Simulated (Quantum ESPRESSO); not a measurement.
## NiTe2 (Melonite): which magnetic order is lowest

Wanted: the moments of NiTe2 (Melonite) and the energy of each order that was tried.

Program: Quantum ESPRESSO 7.5. Level of theory: PBEsol; plane waves with GBRV 1.5 PBEsol potentials, no spin-orbit coupling. Results are calculated unless marked as measured.

The database entry behind the starting cell differs from later determinations by our own check (c about 0.7 % long), so it need not match the best structure at ambient conditions.

## (1) The structure

The structure is trigonal, space group P-3m1 (No. 164). The conventional cell has a = 3.861 Å, b = 3.861 Å, c = 5.297 Å, α = 90.00°, β = 90.00°, γ = 120.00°. Nearest to Ni lie 6 Te at 2.59 Å. Te has 3 Ni at 2.59 Å nearest. Farther neighbours and most contacts between anions are not listed.

The cell comes from the Crystallography Open Database.

## (2) Start 1: ferro +

The signs are those of the starting moments on the seeded atoms, the atoms that are given a moment.

pw.in

```
&CONTROL
  calculation = 'scf'
  prefix = 'pwscf'
  outdir = './tmp'
  pseudo_dir = './pseudo'
  disk_io = 'nowf'
/
&SYSTEM
  ibrav = 0
  nat = 3
  ntyp = 2
  ecutwfc = 40
  ecutrho = 280
  nbnd = 23
  occupations = 'smearing'
  smearing = 'fd'
  degauss = 0.00367493
  nspin = 2
  starting_magnetization(1) = 0.1111
  starting_magnetization(2) = 0
/
&ELECTRONS
  conv_thr = 6d-09
  electron_maxstep = 150
  mixing_beta = 0.3
/
ATOMIC_SPECIES
Ni     58.6934 ni_pbesol_v1.4.uspp.F.UPF
Te    127.6000 te_pbesol_v1.uspp.F.UPF
CELL_PARAMETERS angstrom
   3.8610000000    0.0000000000    0.0000000000
  -1.9305000000    3.3437240840    0.0000000000
   0.0000000000    0.0000000000    5.2970000000
ATOMIC_POSITIONS crystal
Ni      0.0000000000    0.0000000000    0.0000000000
Te      0.3333333333    0.6666666667    0.2500000000
Te      0.6666666667    0.3333333333    0.7500000000
K_POINTS automatic
6 6 6 0 0 0
```

Run with:

```bash
OMP_NUM_THREADS=1 mpirun -n 4 pw.x -nk 4 -in pw.in > pw.out
```

Output:

```text
Program PWSCF v.7.5 starts

     Message from routine setup:
     using ibrav=0 with symmetry is DISCOURAGED, use correct ibrav instead

     K-points division:     npool     =       4
     Subspace diagonalization in iterative solution of the eigenvalue problem:

     G-vector sticks info
     --------------------
     sticks:   dense  smooth     PW     G-vecs:    dense   smooth      PW
     Sum        1039     583    187                36443    15767    2621

     Using Slab Decomposition

     bravais-lattice index     =            0
     lattice parameter (alat)  =       7.2962  a.u.
     unit-cell volume          =     461.4842 (a.u.)^3
     number of atoms/cell      =            3
     number of atomic types    =            2
     number of electrons       =        30.00
     number of Kohn-Sham states=           23
     kinetic-energy cutoff     =      40.0000  Ry
     charge density cutoff     =     280.0000  Ry
     scf convergence threshold =      6.0E-09
     mixing beta               =       0.3000
     number of iterations used =            8  plain     mixing
     Exchange-correlation= SLA  PW   PSX  PSC
                           (   1   4  10   8   0   0   0)

     celldm(1)=   7.296233  celldm(2)=   0.000000  celldm(3)=   0.000000
     celldm(4)=   0.000000  celldm(5)=   0.000000  celldm(6)=   0.000000

     crystal axes: (cart. coord. in units of alat)
               a(1) = (   1.000000   0.000000   0.000000 )
               a(2) = (  -0.500000   0.866025   0.000000 )
               a(3) = (   0.000000   0.000000   1.371924 )

     reciprocal axes: (cart. coord. in units 2 pi/alat)
               b(1) = (  1.000000  0.577350 -0.000000 )
               b(2) = (  0.000000  1.154701  0.000000 )
               b(3) = (  0.000000 -0.000000  0.728903 )

     PseudoPot. # 1 for Ni read from file:
     ni_pbesol_v1.4.uspp.F.UPF
     Pseudo is Ultrasoft + core correction, Zval = 18.0
     Generated by new atomic code, or converted to UPF format
     Using radial grid of  865 points,  6 beta functions with:
                l(1) =   0
                l(2) =   0
                l(3) =   1
                l(4) =   1
                l(5) =   2
                l(6) =   2
     Q(r) pseudized with 10 coefficients,  rinner =    0.980   0.980   0.980
                                                       0.980   0.980

     PseudoPot. # 2 for Te read from file:
     te_pbesol_v1.uspp.F.UPF
     Pseudo is Ultrasoft + core correction, Zval =  6.0
     Generated by new atomic code, or converted to UPF format
     Using radial grid of  891 points,  5 beta functions with:
                l(1) =   0
                l(2) =   0
                l(3) =   1
                l(4) =   1
                l(5) =   2
     Q(r) pseudized with  6 coefficients,  rinner =    1.800   1.800   1.800
                                                       1.800   1.800

     atomic species   valence    mass     pseudopotential
     Ni               18.00    58.69340     Ni( 1.00)
     Te                6.00   127.60000     Te( 1.00)

     Starting magnetic structure
     atomic species   magnetization
     Ni              0.111
     Te              0.000

     12 Sym. Ops., with inversion, found

   Cartesian axes

     site n.     atom                  positions (alat units)
         1        Ni     tau(   1) = (   0.0000000   0.0000000   0.0000000  )
         2        Te     tau(   2) = (  -0.0000000   0.5773503   0.3429811  )
         3        Te     tau(   3) = (   0.5000000   0.2886751   1.0289433  )

     number of k points=    34  Fermi-Dirac smearing, width (Ry)=  0.0037
                       cart. coord. in units 2pi/alat
        k(    1) = (   0.0000000   0.0000000   0.0000000), wk =   0.0046296
        k(    2) = (   0.0000000   0.0000000   0.1214839), wk =   0.0092593
        k(    3) = (   0.0000000   0.0000000   0.2429677), wk =   0.0092593
        k(    4) = (   0.0000000   0.0000000  -0.3644516), wk =   0.0046296
        k(    5) = (   0.0000000   0.1924501   0.0000000), wk =   0.0277778
        [... 29 further k-points ...]

     Dense  grid:    36443 G-vectors     FFT dimensions: (  40,  40,  54)

     Smooth grid:    15767 G-vectors     FFT dimensions: (  30,  30,  45)

     Check: negative core charge=   -0.000002
     Generating pointlists ...
     new r_m :   0.2770 (alat units)  2.0211 (a.u.) for type    1
     new r_m :   0.2770 (alat units)  2.0211 (a.u.) for type    2

     Initial potential from superposition of free atoms

     starting charge      27.9996, renormalised to      30.0000
     Starting wfcs are   21 randomized atomic wfcs +    2 random wfcs

     Self-consistent Calculation

     iteration #  1     ecut=    40.00 Ry     beta= 0.30
     Davidson diagonalization with overlap
     ethr =  1.00E-02,  avg # of iterations =  5.8

     total energy              =    -378.78631337 Ry
     estimated scf accuracy    <      46.67494202 Ry

     total magnetization       =     0.44 Bohr mag/cell
     absolute magnetization    =     0.46 Bohr mag/cell

     iteration #  2     ecut=    40.00 Ry     beta= 0.30
     Davidson diagonalization with overlap
     ethr =  1.00E-02,  avg # of iterations =  3.0

     total energy              =    -396.11428292 Ry
     estimated scf accuracy    <      26.85716373 Ry

     total magnetization       =     0.03 Bohr mag/cell
     absolute magnetization    =     0.12 Bohr mag/cell

     iteration #  3     ecut=    40.00 Ry     beta= 0.30
     Davidson diagonalization with overlap
     ethr =  1.00E-02,  avg # of iterations =  2.0

     total energy              =    -395.09131550 Ry
     estimated scf accuracy    <       6.76969538 Ry

     total magnetization       =     0.07 Bohr mag/cell
     absolute magnetization    =     0.10 Bohr mag/cell

     [... further iterations left out ...]

     iteration # 14     ecut=    40.00 Ry     beta= 0.30
     Davidson diagonalization with overlap
     ethr =  3.81E-08,  avg # of iterations =  2.1

     total energy              =    -396.00416056 Ry
     estimated scf accuracy    <       0.00000569 Ry

     total magnetization       =     0.00 Bohr mag/cell
     absolute magnetization    =     0.00 Bohr mag/cell

     iteration # 15     ecut=    40.00 Ry     beta= 0.30
     Davidson diagonalization with overlap
     ethr =  1.90E-08,  avg # of iterations =  1.0

     total energy              =    -396.00416074 Ry
     estimated scf accuracy    <       0.00000141 Ry

     total magnetization       =     0.00 Bohr mag/cell
     absolute magnetization    =     0.00 Bohr mag/cell

     iteration # 16     ecut=    40.00 Ry     beta= 0.30
     Davidson diagonalization with overlap
     ethr =  4.70E-09,  avg # of iterations =  1.1

     total energy              =    -396.00416092 Ry
     estimated scf accuracy    <       0.00000001 Ry

     total magnetization       =     0.00 Bohr mag/cell
     absolute magnetization    =     0.00 Bohr mag/cell

     iteration # 17     ecut=    40.00 Ry     beta= 0.30
     Davidson diagonalization with overlap
     ethr =  4.41E-11,  avg # of iterations =  4.2

     Magnetic moment per site  (integrated on atomic sphere of radius R)
     atom   1 (R=0.277)  charge= 16.9373  magn=  0.0000
     atom   2 (R=0.277)  charge=  2.8057  magn= -0.0000
     atom   3 (R=0.277)  charge=  2.8057  magn= -0.0000

     End of self-consistent calculation

     [... lines left out ...]
     the Fermi energy is     9.4187 ev

!    total energy              =    -396.00416098 Ry
     estimated scf accuracy    <          2.5E-09 Ry
     smearing contrib. (-TS)   =      -0.00079280 Ry
     internal energy E=F+TS    =    -396.00336818 Ry

     The total energy is F=E-TS. E is the sum of the following terms:
     one-electron contribution =    -345.00516351 Ry
     hartree contribution      =     185.26121255 Ry
     xc contribution           =     -63.96200414 Ry
     ewald contribution        =    -172.29741308 Ry

     total magnetization       =     0.00 Bohr mag/cell
     absolute magnetization    =     0.00 Bohr mag/cell

     convergence has been achieved in  17 iterations

=------------------------------------------------------------------------------=
   JOB DONE.
=------------------------------------------------------------------------------=
```

The job ended after 28 s (4 MPI ranks of Intel Xeon Platinum 8488C (Sapphire Rapids), shared host; peak memory 0.45 GiB; 1.8 min of CPU time).

The spin moment in the atom's sphere vanishes on all atoms.

Read from the output:

| Property | Result |
| --- | --- |
| smearing term TS | 0.01079 eV |
| magnetization | 0 μB |
| absolute magnetization | 0 μB |
| final state | non-magnetic |

(Continued in part 2 of 2.)

[Logs and program files are shortened in this print: banners, set-up blocks, solver, clock and traceback lines can be left out without a mark of their own.]

[Logs are printed without paths, hosts, clocks, repeated set-up lines and the standing remarks that a program may print on its own settings, such as how far it seeks lower states.]

[Hosts, paths, dates, database ids (printed as entryN), source tags and the programs' standing remarks are cut or masked in the printed files.]

[Where a cell is said to come from a database of computed structures, the database is the Materials Project.]
